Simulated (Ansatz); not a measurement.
H2CClF (P2_1), computed twice by G0W0.

It takes space group P2_1 (No. 4, monoclinic). The conventional cell has a = 5.021 Å, b = 4.148 Å, c = 6.768 Å, α = 90.00°, β = 108.21°, γ = 90.00°. Nearest to H lie 1 C at 1.09 Å. H has 1 C at 1.09 Å nearest. Nearest to C lie 2 H at 1.09 Å and 1 F at 1.38 Å and 1 Cl at 1.79 Å. Cl has 1 C at 1.79 Å nearest. Nearest to F lie 1 C at 1.38 Å. Farther neighbours and most contacts between anions are not listed.

```xyz
10
Lattice="5.0206 0.0000 0.0000 0.0000 4.1477 0.0000 -2.1143 0.0000 6.4288" Properties=species:S:1:pos:R:3 pbc="T T T"
H     1.1044    1.6235    0.9988
H     1.8019    3.6974    5.4301
H     2.2934    0.4477    1.7414
H     0.6129    2.5215    4.6875
C     1.3271    0.5838    1.2489
C     1.5792    2.6577    5.1799
Cl    0.0572    0.0105    2.3680
Cl    2.8490    2.0843    4.0608
F     1.2965    3.9729    0.0964
F     1.6098    1.8991    6.3324
```

Geometry: measured cell, ions relaxed with PBE. The runs that relaxed it are not among those shown. PAW set soft_2, made with PBE.

The first (Ansatz 0.2.0; start PBE, 4×4×2 mesh, 285 empty bands, screening to 96 eV; 1 × NVIDIA H100 80GB HBM3 (shared by 6 runs) with 3 threads of AMD EPYC 7R13 (Zen 3), shared host) gave, on its mesh: starting gap 6.00 eV, G0W0 gap 9.98 eV, RPA ε∞ (mean) 2.13, 27 s.

The second gave: starting gap 6.58 eV, G0W0 gap 10.28 eV, RPA ε∞ (mean) 2.05, 33 s.

Question: What was changed in the input? Choose among start, files, mesh, bands and cutoff, frequency model or another key.

Changed: start from PBE to r2SCAN. A jump of this size in the start, with ε∞ moving the other way, marks another functional. Other changes could give like numbers; this is the one that was made.

Limits: not at the basis limit; coarse k mesh.

[Paths, hosts, dates, memory and timing lines, banners, echoed tables and standing remarks are left out of the program output.]

[Logs are printed without paths, hosts, clocks, repeated set-up lines and the standing remarks that a program may print on its own settings, such as how far it seeks lower states.]

[Runs of the session that timed out or met a known fault of the program may be left out.]

[Cells called generated may have been cut or substituted from an entry of the Crystallography Open Database or the Materials Project.]

[Hosts, paths, dates, database ids (printed as entryN), source tags and the programs' standing remarks are cut or masked in the printed files.]
